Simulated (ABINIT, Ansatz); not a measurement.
# MgZrF6 (Fm-3m): changed settings of a GW run in ABINIT, part 2 of 2

What do changed inputs do to GW on MgZrF6 (Fm-3m)?

ABINIT 10.8.3; LDA and many-body steps on it, plane waves. Known limits of the many-body steps: not at the basis limit; no spin-orbit coupling; coarse k mesh.

So far. Step 2 (Screening, 2×2×2 mesh, 116 bands, screening to 114.3 eV): Local fields lower ε∞ by 9 %. On a Γ-centred mesh this coarse the value itself is usually too large, while a short band sum pulls it down. Step 3 (Base): The gap on the mesh goes from 6.82 eV to 11.91 eV, a correction of +5.09 eV.

### Step 4. Scissors in G

Level of this step: G0W0 on LDA, plane waves, norm-conserving pseudopotentials (ABINIT).

Contents of run.abi:

```
acell 3*1.0 Angstrom
rprim 
  0.000000000000 3.988016550000 3.988016550000
  3.988016550000 0.000000000000 3.988016550000
  3.988016550000 3.988016550000 -0.000000000000
ntypat 3
znucl 12 40 9
natom 8
typat 1 2 3 3 3 3 3 3
xred 
  0.500000000000 0.500000000000 0.500000000000
  0.000000000000 0.000000000000 0.000000000000
  0.747623080000 0.252376920000 0.252376920000
  0.252376920000 0.747623080000 0.747623080000
  0.252376920000 0.747623080000 0.252376920000
  0.747623080000 0.252376920000 0.747623080000
  0.252376920000 0.252376920000 0.747623080000
  0.747623080000 0.747623080000 0.252376920000
pp_dirpath "pseudos"
pseudos "Mg.upf, Zr.upf, F.upf"
ecut 38
ngkpt 2 2 2
nshiftk 1
shiftk 0 0 0
kptopt 1
chksymbreak 0
istwfk *1
occopt 1
irdwfk 1
optdriver 4
nband 116
gwcalctyp 0
ecutsigx 38
symsigma 1
nkptgw 1
kptgw 
  0.0000000000 0.0000000000 0.0000000000
bdgw 
  30 35
ecuteps 4.2
irdscr 1
ppmodel 1
mbpt_sciss 0.5 eV
indata_prefix "in"
outdata_prefix "out"
tmpdata_prefix "tmp"
```

Started as:

```
$ OMP_NUM_THREADS=1 mpirun -n 4 abinit run.abi > log
```

The program printed:

```text
.Version 10.8.3 of ABINIT. v10.8.2 released Aug 2026.

 Symmetries : space group Fm -3 m (#225); Bravais cF (face-center cubic)
[... echo of the input left out ...]
== DATASET  1 ==================================================================
-   mpi_nproc: 4, omp_nthreads: 1 (-1 if OMP is not activated)

--- !DatasetInfo
iteration_state: {dtset: 1, }
dimensions: {natom: 8, nkpt: 3, mband: 116, nsppol: 1, nspinor: 1, nspden: 1, mpw: 9608, }
cutoff_energies: {ecut:  38.0, pawecutdg:  -1.0, }
electrons: {nelect:   6.40000000E+01, charge:   0.00000000E+00, occopt:   1.00000000E+00, tsmear:   1.00000000E-02, }

 SIGMA: Calculation of the GW corrections

 Based on a program developped by R.W. Godby, V. Olevano, G. Onida, and L. Reining.
 Incorporated in ABINIT by V. Olevano, G.-M. Rignanese, and M. Torrent.
.Using double precision arithmetic ; gwpc =  8

[... cell and pseudopotentials left out ...]
--------------------------------------------------------------------------------

 ==== K-mesh for the wavefunctions ====
 Number of points in the irreducible wedge :     3
[... list of points left out ...]
 Together with 48 symmetry operations and time-reversal symmetry
 yields     8 points in the full Brillouin Zone.

 ==== Q-mesh for screening function ====
 Number of points in the irreducible wedge :     3
[... list of points left out ...]
 Together with 48 symmetry operations and time-reversal symmetry
 yields     8 points in the full Brillouin Zone.

 vcoul_init : cutoff-mode = AUXILIARY_FUNCTION
 q-points for optical limit:   1
     1)      0.000010    0.000020    0.000030
 setmesh: FFT mesh size selected  =    60x   60x   60
          total number of points  =       216000

 Number of electrons calculated from density =   64.0000; Expected =   64.0000
[...]
number of q-points in BZ                            8
 number of frequencies for dSigma/dE                 9
 frequency step for dSigma/dE [eV]                0.25
 number of omega for Sigma on real axis              0
 max omega for Sigma on real axis  [eV]           0.00
 zcut for avoiding poles [eV]                     0.10
 scissor energy [eV]                              0.50

 EPSILON^-1 parameters (SCR file):
 dimension of the eps^-1 matrix on file            339
 dimension of the eps^-1 matrix used               339
 number of plane-waves for wavefunctions          9577
 number of bands                                   116
 number of q-points in IBZ                           3
 number of frequencies                               2
 number of real frequencies                          1
 number of imag frequencies                          1

 matrix elements of self-energy operator (all in [eV])

 Perturbative Calculation

--- !SelfEnergy_ee
iteration_state: {dtset: 1, }
kpoint     : [   0.000,    0.000,    0.000, ]
spin       : 1
KS_gap     :    6.824
QP_gap     :   11.971
Delta_QP_KS:    5.147
data: !SigmaeeData |
     Band     E0 <VxcDFT>   SigX SigC(E0)      Z dSigC/dE  Sig(E)    E-E0       E
       30  -2.402 -22.743 -30.118   5.183   0.807  -0.239 -24.513  -1.770  -4.172
       31  -2.402 -22.743 -30.118   5.183   0.807  -0.239 -24.513  -1.770  -4.172
       32  -2.402 -22.743 -30.118   5.183   0.807  -0.239 -24.513  -1.770  -4.172
       33   4.421 -16.374  -9.744  -2.778   0.858  -0.165 -12.997   3.378   7.799
       34   4.421 -16.374  -9.744  -2.778   0.858  -0.165 -12.997   3.378   7.799
       35   4.421 -16.374  -9.744  -2.778   0.858  -0.165 -12.997   3.378   7.799

== END DATASET(S) ==============================================================
================================================================================

 -outvars: echo values of variables after computation  --------
           etotal      0.0000000000E+00
            nband         116
             nkpt           3
          spgroup         225
 [... the other variables as echoed above ...]

 Calculation completed.
```

It took 7.1 s on 4 MPI ranks of Arm Neoverse V1, shared host; peak memory 1.1 GiB; 28 s of CPU time.

Numbers from this step:

* G0W0 gap on the points computed: 11.97 eV
* starting gap on the mesh: 6.824 eV
* k of the valence top: 0, 0, 0
* k of the conduction bottom: 0, 0, 0
* Z at the valence top: 0.807
* Z at the conduction bottom: 0.858
* least direct G0W0 gap on the computed points: 11.97 eV

### Step 5. Another k mesh than the file's

Changes to run.abi since step 4:

```diff
@@ -21,3 +21,3 @@
 ecut 38
-ngkpt 2 2 2
+ngkpt 3 3 3
 nshiftk 1
@@ -42,3 +42,2 @@
 ppmodel 1
-mbpt_sciss 0.5 eV
 indata_prefix "in"
```

The program printed:

```text
.Version 10.8.3 of ABINIT. v10.8.2 released Aug 2026.

 Symmetries : space group Fm -3 m (#225); Bravais cF (face-center cubic)
================================================================================
 Values of the parameters that define the memory need of the present run
     intxc =       0    ionmov =       0      iscf =       7    lmnmax =       6
     lnmax =       6     mgfft =      60  mpssoang =       3    mqgrid =    3001
     natom =       8  nloc_mem =       1    nspden =       1   nspinor =       1
    nsppol =       1      nsym =      48    n1xccc =    2501    ntypat =       3
    occopt =       1   xclevel =       1
-    mband =         116        mffmem =           1         mkmem =           1
       mpw =        9585          nfft =      216000          nkpt =           4
================================================================================
  Rough estimation (10% accuracy) of disk space for files :
================================================================================

--------------------------------------------------------------------------------
------------- Echo of variables that govern the present computation ------------
--------------------------------------------------------------------------------
 -outvars: echo values of preprocessed input variables --------
            acell      1.8897261259E+00  1.8897261259E+00  1.8897261259E+00 Bohr

             bdgw          30      35
      chksymbreak           0
             ecut      3.80000000E+01 Hartree
          ecuteps      4.20000000E+00 Hartree
         ecutsigx      3.80000000E+01 Hartree
          ecutwfn      3.80000000E+01 Hartree
-          fftalg         312
           irdscr           1
           irdwfk           1

              ixc       -1012
[...]
Unit cell volume ucvol=  8.5604669E+02 bohr^3
 Angles (23,13,12)=  6.00000000E+01  6.00000000E+01  6.00000000E+01 degrees

--- Pseudopotential description ------------------------------------------------
- Mg Generated using ONCVPSP code by D. R. Hamann
- 12.00000  10.00000  180309                  znucl, zion, pspdat
12 -1012 1 -1 1510                            pspcod,pspxc,lmax,lloc,mmax
     nproj     2     2     0
  pspatm : epsatm=    9.23542517
         --- l  ekb(1:nproj) -->
[...]
pspatm: atomic psp has been read  and splines computed

- Zr Generated using ONCVPSP code by D. R. Hamann
- 40.00000  12.00000  180309                  znucl, zion, pspdat
12 -1012 2 -1 1584                            pspcod,pspxc,lmax,lloc,mmax
     nproj     2     2     2
  pspatm : epsatm=   18.87515418
         --- l  ekb(1:nproj) -->
[...]
pspatm: atomic psp has been read  and splines computed

- F Generated using ONCVPSP code by D. R. Hamann
-  9.00000   7.00000  201202                  znucl, zion, pspdat
12 -1012 2 -1 824                             pspcod,pspxc,lmax,lloc,mmax
     nproj     2     2     1
  pspatm : epsatm=    4.94580260
         --- l  ekb(1:nproj) -->
             0    6.487052    1.061847
             1   -4.029087   -1.312559
             2   -2.364936
 pspatm: atomic psp has been read  and splines computed

   3.69826528E+03                                ecore*ucvol(ha*bohr**3)
--------------------------------------------------------------------------------

--- !ERROR
message: |
    Cannot continue, basic dimensions/parameters reported in the header do not agree with input file.
    Check consistency between the content of the WFK external file and the input file.

--- !ERROR
message: |
    Cannot continue, basic dimensions/parameters reported in the header do not agree with input file.
    Check consistency between the content of the WFK external file and the input file.

--- from the log ---
Cannot continue, basic dimensions/parameters reported in the header do not agree with input file.
    Check consistency between the content of the WFK external file and the input file.
```

The job ended after 2.5 s (4 MPI ranks; peak memory 0.06 GiB).

The run stopped with an error after 2.5 s.

The program's words: Cannot continue, basic dimensions/parameters reported in the header do not agree with input file. Check consistency between the content of the WFK external file and the input file.

The fault put into this input: another k mesh than the file's.

### Step 6. Side by side

Times are wall times on 4 MPI ranks of Arm Neoverse V1, shared host, good to a factor of about two. A run's time includes the screening step that it read.

```
          run   mesh  bands  screening cutoff (eV)  DFT gap (eV)  gap on the mesh (eV)  direct (eV)  ε∞ used  time
         base  2×2×2    116                  114.3         6.824                11.915       11.915     2.00  34 s
scissors in G  2×2×2    116                  114.3         6.824                11.971       11.971     2.00  34 s
```

### Step 7. Results

* base: 11.915 eV
* scissors in G: 11.971 eV
* known limits: not at the basis limit; no spin-orbit coupling; coarse k mesh

What this shows: Scissors in G: +0.056 eV against base (keys changed: mbpt_sciss). Bands and cutoff are finite, so the gap is not at the basis limit. The miss can reach some tenths of an eV and take either sign; the mesh is an error of its own. In the first G0W0 run levels were corrected at 1 k point alone, so a gap called «on the mesh» is the least over those, and an edge elsewhere would be missed. The 2×2×2 mesh is coarse for this cell, which bears on the long-range parts of exchange and screening. The many-body steps are scalar-relativistic: spin-orbit coupling is not in them.

[Paths, hosts, dates, memory and timing lines, banners, echoed tables and standing remarks are left out of the program output.]

[Logs are printed without paths, hosts, clocks, repeated set-up lines and the standing remarks that a program may print on its own settings, such as how far it seeks lower states.]

[Runs of the session that timed out or met a known fault of the program may be left out.]

[No measured gap is set beside runs whose start may be inverted or whose files or cutoffs have a known fault.]

[Hosts, paths, dates, database ids (printed as entryN), source tags and the programs' standing remarks are cut or masked in the printed files.]

[G0W0 gaps are taken among the corrected bands and points alone; a level outside them can change the order at an edge.]

[Where Ansatz stands beside ABINIT at settings called matched, ABINIT's density can come from a denser mesh and the files from another edition; pairs whose starting gaps differed by over 0.03 eV were left out, so agreement reads better than it is.]
